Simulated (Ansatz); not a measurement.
# ScAlSe3 (model cell, started as cubic perovskite with Al in the octahedra): the cell at rest

Aim: bring ScAlSe3 (model cell, started as cubic perovskite with Al in the octahedra) to small forces and stress, as phonons need.

Method: DFT PBE, scalar-relativistic, plane waves, PAW; PAW set soft_1, in Ansatz 0.2.0.

The structure was built from a prototype and need not be the compound's stable phase.

## (1) Set-up

The structure is cubic, space group Pm-3m (No. 221). Conventional cell: a = 4.929 Å, b = 4.929 Å, c = 4.929 Å, α = 90.00°, β = 90.00°, γ = 90.00°. Sc has 12 Se at 3.49 Å nearest. Al has 6 Se at 2.46 Å nearest. Se has 2 Al at 2.46 Å and 4 Sc at 3.49 Å nearest. Farther neighbours and most contacts between anions are not listed.

Coordinates:

```cif
data_structure
_symmetry_space_group_name_H-M 'P 1'
_symmetry_Int_Tables_number 1
_cell_length_a 4.9294
_cell_length_b 4.9294
_cell_length_c 4.9294
_cell_angle_alpha 90.000
_cell_angle_beta 90.000
_cell_angle_gamma 90.000
_cell_volume 119.78
loop_
_atom_site_label
_atom_site_type_symbol
_atom_site_fract_x
_atom_site_fract_y
_atom_site_fract_z
_atom_site_occupancy
Sc1 Sc 0.00000 0.00000 0.00000 1
Al2 Al 0.50000 0.50000 0.50000 1
Se3 Se 0.50000 0.50000 0.00000 1
Se4 Se 0.50000 0.00000 0.50000 1
Se5 Se 0.00000 0.50000 0.50000 1
```

## (2) A coarse first look

First a cheap look: the gap decides the mesh and the occupations, the pressure tells how far the cell has to move.

The input, input.yaml:

```yaml
crystal:
  lattice:
    - [4.9294, 0.0, 0.0]
    - [0.0, 4.9294, 0.0]
    - [0.0, 0.0, 4.9294]
  atoms:
    - { symbol: Sc, position: [0.0, 0.0, 0.0] }
    - { symbol: Al, position: [0.5, 0.5, 0.5] }
    - { symbol: Se, position: [0.5, 0.5, 0.0] }
    - { symbol: Se, position: [0.5, 0.0, 0.5] }
    - { symbol: Se, position: [0.0, 0.5, 0.5] }
kpoints:
  mp_grid: { grid: [4, 4, 4] }
hamiltonian:
  xc: pbe
  pseudopotentials: { kind: paw, azcp: { folder: soft_1 } }
scf:
  occupations: { method: gaussian, width: 0.1 }
output:
  forces: true
  stress: true
  eigenvalues: true
```

Started as:

```
$ ansatz run input.yaml --threads 4 --pin off --max-ram 16384MiB --backend cpu --events-out ev --progress --plain --runs-dir out
```

Numbers of over 12 decimals in the logs are rounded to 6 here.

The program printed:

```text
Engine: ansatz 0.2.0, aarch64-unknown-linux-gnu
Pseudopotentials: kind: paw
Pseudopotential: Sc, paw, valence charge 11, recommended cutoff 420 eV (normal), soft_1/Sc.paw.azcp
Pseudopotential: Al, paw, valence charge 3, recommended cutoff 420 eV (normal), soft_1/Al.paw.azcp
Pseudopotential: Se, paw, valence charge 16, recommended cutoff 420 eV (normal), soft_1/Se.paw.azcp
Functional definition: PBE
[...]
k-point 0: bands = [... 27 lower, 6.6757, 6.6757, 7.0794, 7.0794, 7.0794, 7.9607, 7.9607, 8.0949, ... 3 higher]
  k-point 1: bands = [... 27 lower, 6.0588, 6.0588, 6.8019, 6.8019, 7.7295, 8.1331, 8.1612, 8.6556, ... 3 higher]
  k-point 2: bands = [... 27 lower, 5.5051, 5.5418, 6.6159, 6.6159, 8.1725, 8.3066, 9.0719, 9.1315, ... 3 higher]
  k-point 9: bands = [... 27 lower, 6.5948, 8.2590, 8.2590, 8.2590, 8.2812, 8.2936, 8.2936, 8.2936, ... 3 higher]
[key lines of the parts left out:]
SCF converged after 10 iterations
Free energy (F): -19082.871453 eV
Fermi energy:    7.839625 eV
P = ⅓ Tr σ = -2.4700 GPa (-24.700 kbar)
```

Elapsed: 1.1 s, on 4 threads of Arm Neoverse V2, shared host; peak memory 0.43 GiB.

Numbers from this step:

| Quantity | Value |
| --- | --- |
| pressure | -2.470 GPa |
| volume per atom | 23.96 Å³ |
| gap on the k-mesh | 0 eV |

The coarse mesh shows no gap and a pressure of -2.5 GPa.

## (3) Bringing the structure to rest

The cell and atoms are relaxed, since residual forces and stress would shift the frequencies.

Changes to input.yaml since step 2:

```diff
@@ -12,3 +12,3 @@
 kpoints:
-  mp_grid: { grid: [4, 4, 4] }
+  mp_grid: { grid: [8, 8, 8] }
 hamiltonian:
@@ -22 +22,10 @@
   eigenvalues: true
+  write_density: true
+  write_potential: true
+  elf: true
+  volumetric_format: npy
+relax:
+  adjacent_minimum: "off"
+  f_tol: 0.005
+  max_steps: 80
+  cell: { stress_tol: 0.05 }
```

The program printed:

```text
[...]
Crystal: 5 atoms, lattice volume = 119.779 Å³
Basis set: ecut = 420 eV, 2325 PW (Γ), exchange–correlation on 72×72×72 points (8 copies of the dense FFT grid, shifted against one another)
Bands: 38, of which v1, the nominal top of the filled ones, is band 31 counted from 1 (30 counted from 0)
Symmetry: 48 space group operations
[...]
k-points: 35 of 512
[...]
SCF iter   1: F=—  HF=-19084.266656 eV  |F-HF|=—  |Δ(HF+E_count)|=         —  Δρ=1.10e-1  dr2=3.01e1  ethr=3.10e-3  ⟨swp⟩=6.2  Hψ=5129  notcnv=0
[...]
SCF iter  10: F=-19082.883794 eV  HF=-19082.883795 eV  |F-HF|=1.52e-8  |Δ(HF+E_count)|=   2.81e-8  Δρ=3.88e-6  dr2=3.55e-8  ethr=1.61e-10  ⟨swp⟩=9.7  Hψ=9047  notcnv=0
SCF 1 converged in 10 iterations: F = -19082.883794 eV  dr2 = 3.55e-8
[...]
relax step   1: F+E_penalty+E_count = -19082.88379449 eV  Δ(F+E_penalty+E_count) = +0.000e0 eV  max|allowed force component| = 4.260e-30 eV/Å  Δτ_max = 0.0000 Å  P = -2.451 GPa  Ω = 119.779 Å³  (10 SCF iters, dr2 threshold 1.00e-7 eV, accepted)
Crystal: 5 atoms, lattice volume = 115.159 Å³
Basis set: ecut = 420 eV, 2301 PW (Γ), exchange–correlation on 72×72×72 points (8 copies of the dense FFT grid, shifted against one another)
[...]
iter 1 solved again at ethr=3.48e-5 eV; its pass at ethr=3.10e-3 eV (dr2=2.16e-2 eV) is discarded
[...]
SCF iter   6: F=-19082.922425 eV  HF=-19082.922425 eV  |F-HF|=6.35e-8  |Δ(HF+E_count)|=   6.92e-8  Δρ=4.63e-6  dr2=3.36e-8  ethr=2.89e-10  ⟨swp⟩=5.6  Hψ=8257  notcnv=0
SCF 2 converged in 6 iterations: F = -19082.922425 eV  dr2 = 3.36e-8
[...]
relax step   2: F+E_penalty+E_count = -19082.92242490 eV  Δ(F+E_penalty+E_count) = -3.863e-2 eV  max|allowed force component| = 7.100e-31 eV/Å  Δτ_max = 0.0000 Å  P = -0.124 GPa  Ω = 115.159 Å³  energy of the carried Pulay correction = +2.939e-4 eV  (6 SCF iters, dr2 threshold 5.00e-7 eV, accepted)
Crystal: 5 atoms, lattice volume = 114.922 Å³
[...]
SCF iter   6: F=-19082.922526 eV  HF=-19082.922526 eV  |F-HF|=1.75e-10  |Δ(HF+E_count)|=  9.60e-10  Δρ=4.30e-7  dr2=2.54e-10  ethr=2.45e-12  ⟨swp⟩=4.1  Hψ=6711  notcnv=0
SCF 3 converged in 6 iterations: F = -19082.922526 eV  dr2 = 2.54e-10
relax step   3: F+E_penalty+E_count = -19082.92252570 eV  Δ(F+E_penalty+E_count) = -1.008e-4 eV  max|allowed force component| = 1.190e-30 eV/Å  Δτ_max = 0.0000 Å  P = +0.009 GPa  Ω = 114.922 Å³  energy of the carried Pulay correction = +3.092e-4 eV  (6 SCF iters, dr2 threshold 3.86e-8 eV, accepted)
[...]
SCF iter   6: F=-19082.922222 eV  HF=-19082.922222 eV  |F-HF|=0.00e0  |Δ(HF+E_count)|=    0.00e0  Δρ=2.55e-8  dr2=1.49e-12  ethr=1.00e-12  ⟨swp⟩=3.9  Hψ=5313  notcnv=0
SCF 4 converged in 6 iterations: F = -19082.922222 eV  dr2 = 1.49e-12
[...]
relax step   4: F+E_penalty+E_count = -19082.92222229 eV  Δ(F+E_penalty+E_count) = +3.034e-4 eV  max|allowed force component| = 6.048e-31 eV/Å  Δτ_max = 0.0000 Å  P = +0.008 GPa  Ω = 114.922 Å³  stress off target by 8.02e-3 GPa  SCF on the basis re-selected at this cell (its energy is not comparable with the rows above)  (6 SCF iters)
basis re-selected at this cell: Δ(F+E_penalty+E_count) = +3.034e-4 eV, ΔP = -0.001 GPa vs the last step (what re-selecting the basis moved, of the pressure what is left beyond the Pulay correction that the steps carried, after the strain that the cell walked since its last selection, with what the two solves' SCF thresholds leave and, on support functions, any second-order correction that the steps lacked; it is no m [...]
SCF converged after 6 iterations
Free energy (F): -19082.922222 eV
[...]
Internal energy: -19082.915570 eV  (E = F + TS)
E sigma→0 (E₀):  -19082.918896 eV
Entropy (-TS):   -0.006652 eV (-1.330 meV/atom)
Fermi energy:    8.370503 eV
[...]
--- Stress (GPa, compression-positive) ---
        0.008017       0.000000      -0.000000
        0.000000       0.008017       0.000000
       -0.000000       0.000000       0.008017
  P = ⅓ Tr σ = 0.0080 GPa (0.080 kbar)
--- Band table (eV; the first three rows and the last of 35) ---
  k-point 0: bands = [... 27 lower, 7.1576, 7.1576, 7.6031, 7.6031, 7.6031, 8.5324, 8.5324, 8.6736, ... 3 higher]
  k-point 1: bands = [... 27 lower, 6.9475, 6.9659, 7.4916, 7.4951, 7.4951, 8.5948, 8.6868, 8.8278, ... 3 higher]
  k-point 2: bands = [... 27 lower, 6.4956, 6.4956, 7.3072, 7.3072, 8.2615, 8.7193, 8.7524, 9.2842, ... 3 higher]
  k-point 34: bands = [... 27 lower, 7.0879, 8.8049, 8.8484, 8.8484, 8.8484, 8.9150, 8.9150, 8.9150, ... 3 higher]
--- Relaxed structure (3 steps of the walk, 3 accepted, 1 SCFs on fresh bases) ---
  F+E_penalty+E_count = -19082.92222229 eV   max|allowed force component| = 6.048e-31 eV/Å   (the final SCF, on the basis selected at the relaxed cell)
  cell:  # Å, volume = 114.9222 Å³
    - [4.861848, 0, 0]
    - [0, 4.861848, 0]
    - [0, 0, 4.861848]
  atoms:
    - { symbol: Sc, position: [0, 0, 0] }
    - { symbol: Al, position: [0.5, 0.5, 0.5] }
    - { symbol: Se, position: [0.5, 0.5, 0] }
    - { symbol: Se, position: [0.5, 0, 0.5] }
    - { symbol: Se, position: [0, 0.5, 0.5] }
```

The job ended after 9.3 s (4 threads; peak memory 0.53 GiB; 35 s of CPU time).

Relaxation path:

```csv
step,energy less that of the first step (eV),largest force component (eV/Å),pressure (GPa),volume (Å³)
1,0.0000,0.0000,-2.45,119.78
2,-0.0386,0.0000,-0.12,115.16
3,-0.0387,0.0000,0.01,114.92
4*,-0.0384,0.0000,0.01,114.92
```

Relaxation steps marked * repeat the geometry before them on a plane-wave basis chosen anew for their cell, so energy and pressure can jump there.

Forces are held to the 48 operations that the run works with; a distortion that breaks them can't arise in this run.

```csv
"conventional cell, symmetrised",before,after,change
a (Å),4.929,4.862,-1.4 %
b (Å),4.929,4.862,-1.4 %
c (Å),4.929,4.862,-1.4 %
volume (Å³/atom),23.96,22.98,-4.1 %
```

The relaxed structure:

```xyz
5
Lattice="4.8618 0.0000 0.0000 0.0000 4.8618 0.0000 0.0000 0.0000 4.8618" Properties=species:S:1:pos:R:3 pbc="T T T"
Sc    0.0000    0.0000    0.0000
Al    2.4309    2.4309    2.4309
Se    2.4309    2.4309    0.0000
Se    2.4309    0.0000    2.4309
Se    0.0000    2.4309    2.4309
```

Numbers from this step:

- pressure: 0.008017 GPa
- volume per atom: 22.98 Å³

Valence density in the ac plane at fractional y = 0.500, with atoms of Al and Se within 0.2 Å of it. It is the smooth field of the valence electrons, not physical close to the nuclei.

Ten steps, logarithmic in the rise over the least value, from '0' (0 e/Å³) to '9' (40 e/Å³), each cell a mean:
```
00001378521000
00001234310000
00000122110000
11000011100001
22100000000112
74210000001135
96311000001248
86211000001237
43110000000123
11100011000011
00000111100000
00001123210000
00001366421000
00001489721000
```
Columns run along a (4.9 Å), rows up along c (4.9 Å). Atoms in or near the plane, at fractional coordinates: Al at (0.50, 0.50), Se at (0.50, 0.00), Se at (0.00, 0.50).

ELF in the ac plane at fractional y = 0.500, with atoms of Al and Se within 0.2 Å of it. It is the smooth field of the valence electrons, not physical close to the nuclei.

Ten even steps from '0' (0.04) to '9' (0.82), each cell a mean:
```
00269842698410
10147988986201
53114899973124
87422699841368
99853356434789
57997200048996
15998201069982
26998200059984
78975222236898
98632588732479
75213799952146
31126999984112
00158865797300
00379721598510
```
Columns run along a (4.9 Å), rows up along c (4.9 Å). Atoms in or near the plane, at fractional coordinates: Al at (0.50, 0.50), Se at (0.50, 0.00), Se at (0.00, 0.50).

Electrostatic potential energy in the ac plane at fractional y = 0.500, with atoms of Al and Se within 0.2 Å of it. With pseudopotentials it is smooth inside the atoms' cores, unlike the true potential.

Ten even steps from '_' (-9 eV) to '@' (18 eV), each cell a mean:
```
######**--__**%%--__++######
########++..______--**######
########**==::::--++########
++++**##**++======****##**++
__..==**++--____..==**++--__
++....==--__::==....==--__--
@@==__--::__##@@==__==::__%%
%%--__==--__++##::__==::__**
____::++==..______--++==..__
::==******==--::--++****++--
**######**++==--==**######**
########**::____..==**######
########==__--==....++######
######**::__%%@@++__++######
```
Columns run along a (4.9 Å; values clipped at the 3rd and 97th percentile), rows up along c (4.9 Å). Atoms in or near the plane, at fractional coordinates: Al at (0.50, 0.50), Se at (0.50, 0.00), Se at (0.00, 0.50).

In this step the volume went from 23.96 to 22.98 Å³/atom.

## (4) Relaxing to small forces for the phonons

Phonons need a cell at rest on their own settings, so the relaxation is repeated with tight tolerances on forces and stress on the k mesh and occupations of the first response run.

The input, input.yaml:

```yaml
crystal:
  lattice:
    - [4.8618479548, 0.0, 0.0]
    - [0.0, 4.8618479548, 0.0]
    - [0.0, 0.0, 4.8618479548]
  atoms:
    - { symbol: Sc, position: [0.0, 0.0, 0.0] }
    - { symbol: Al, position: [0.5, 0.5, 0.5] }
    - { symbol: Se, position: [0.5, 0.5, 0.0] }
    - { symbol: Se, position: [0.5, 0.0, 0.5] }
    - { symbol: Se, position: [0.0, 0.5, 0.5] }
kpoints:
  mp_grid: { grid: [8, 8, 8] }
hamiltonian:
  xc: pbe
  pseudopotentials: { kind: paw, azcp: { folder: soft_1 } }
scf:
  occupations: { method: methfessel_paxton, width: 0.2 }
output:
  forces: true
  stress: true
  eigenvalues: true
relax:
  adjacent_minimum: "off"
  f_tol: 0.001
  max_steps: 60
  cell: { stress_tol: 0.01 }
```

The program printed:

```text
[...]
Crystal: 5 atoms, lattice volume = 114.922 Å³
Basis set: ecut = 420 eV, 2301 PW (Γ), exchange–correlation on 72×72×72 points (8 copies of the dense FFT grid, shifted against one another)
Bands: 38, of which v1, the nominal top of the filled ones, is band 31 counted from 1 (30 counted from 0)
Symmetry: 48 space group operations
[...]
k-points: 35 of 512
[...]
--- Relaxed structure (1 steps of the walk, 1 accepted, 1 SCFs on fresh bases) ---
[...]
cell:  # Å, volume = 114.9222 Å³
    - [4.8618479548, 0.0, 0.0]
    - [0.0, 4.8618479548, 0.0]
    - [0.0, 0.0, 4.8618479548]
  atoms:
    - { symbol: Sc, position: [0.0, 0.0, 0.0] }
    - { symbol: Al, position: [0.5, 0.5, 0.5] }
    - { symbol: Se, position: [0.5, 0.5, 0.0] }
    - { symbol: Se, position: [0.5, 0.0, 0.5] }
    - { symbol: Se, position: [0.0, 0.5, 0.5] }
[key lines of the parts left out:]
SCF converged after 8 iterations
Free energy (F): -19082.917499 eV
Fermi energy:    8.373645 eV
P = ⅓ Tr σ = -0.0018 GPa (-0.018 kbar)
```

Wall time 5.2 s (4 threads); peak memory 0.51 GiB.

Little changed from the start: no atom moved by 0.005 Å and no cell edge by 0.1 %.

This step gave:

```
pressure : -0.001767 GPa
```

The forces vanish by symmetry and the pressure is -0.002 GPa, within the tolerances set. The cell now holds 22.98 Å³/atom.

## (5) What came out

| Quantity | Value |
| --- | --- |
| space group after relaxation (within 0.01 Å) | Pm-3m |
| lattice constant a | 4.862 Å |
| lattice constant b | 4.862 Å |
| lattice constant c | 4.862 Å |
| volume per atom | 23.0 Å³ |

**Reading.** The forces vanish by symmetry and the pressure is -0.002 GPa, within the tolerances set. The cell now holds 22.98 Å³/atom. The relaxation keeps the symmetry of its start, so it says nothing on stability against lower symmetry. The starting cell was built on a prototype and not taken from a measurement, so the phase need not exist.

[Logs are printed without paths, hosts, clocks, repeated set-up lines and the standing remarks that a program may print on its own settings, such as how far it seeks lower states.]

[Hosts, paths, dates, database ids (printed as entryN), source tags and the programs' standing remarks are cut or masked in the printed files.]
